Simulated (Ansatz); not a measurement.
Planning a run of Ansatz 0.2.0 on MoS2 (P6_3/mmc). The input:

```yaml
crystal:
  lattice:
    - [3.169, 0.0, 0.0]
    - [-1.5845, 2.7444345046, 0.0]
    - [0.0, 0.0, 12.324]
  atoms:
    - { symbol: Mo, position: [0.3333333333, 0.6666666667, 0.25] }
    - { symbol: Mo, position: [0.6666666667, 0.3333333333, 0.75] }
    - { symbol: S, position: [0.3333333333, 0.6666666667, 0.623] }
    - { symbol: S, position: [0.6666666667, 0.3333333333, 0.123] }
    - { symbol: S, position: [0.3333333333, 0.6666666667, 0.877] }
    - { symbol: S, position: [0.6666666667, 0.3333333333, 0.377] }
kpoints:
  mp_grid: { grid: [6, 6, 2] }
hamiltonian:
  xc: pbe
scf:
  occupations: { method: fixed }
gw:
  n_empty_bands: 688
  ecut_chi: 200.0
  qp_bands: [v2, c2]
  qp_kpoints: band_edges
  screening: { model: contour_deformation }
```

The database entry behind the starting cell differs from later determinations by our own check (about 0.3 % long), so it need not match the best structure at ambient conditions.

```sh
ansatz run input.yaml --threads 3 --pin off --max-ram 64512MiB --backend cuda --events-out ev --progress --plain --runs-dir out --devices 1 --max-vram 24GiB  # rebuilt from the run's record
```

Q: Estimate wall time and host memory on 1 × NVIDIA H100 80GB HBM3 (shared by 3 runs) with 3 threads of AMD EPYC 7R13 (Zen 3), shared host.

It took 30 s; on shared hardware allow 15 s to 59 s. Peak host memory was 2.7 GiB. The sizes that set the cost: 2081 plane waves a state, 14 irreducible k points, 714 bands summed, 701 plane waves in the screening and 7 SCF cycles.

The screening grows as filled bands × empty bands × pairs of k points, times the square of the screening basis for the matrix.

[Paths, hosts, dates, memory and timing lines, banners, echoed tables and standing remarks are left out of the program output.]

[Logs are printed without paths, hosts, clocks, repeated set-up lines and the standing remarks that a program may print on its own settings, such as how far it seeks lower states.]

[Runs of the session that timed out or met a known fault of the program may be left out.]

[Cells called generated may have been cut or substituted from an entry of the Crystallography Open Database or the Materials Project.]

[Hosts, paths, dates, database ids (printed as entryN), source tags and the programs' standing remarks are cut or masked in the printed files.]
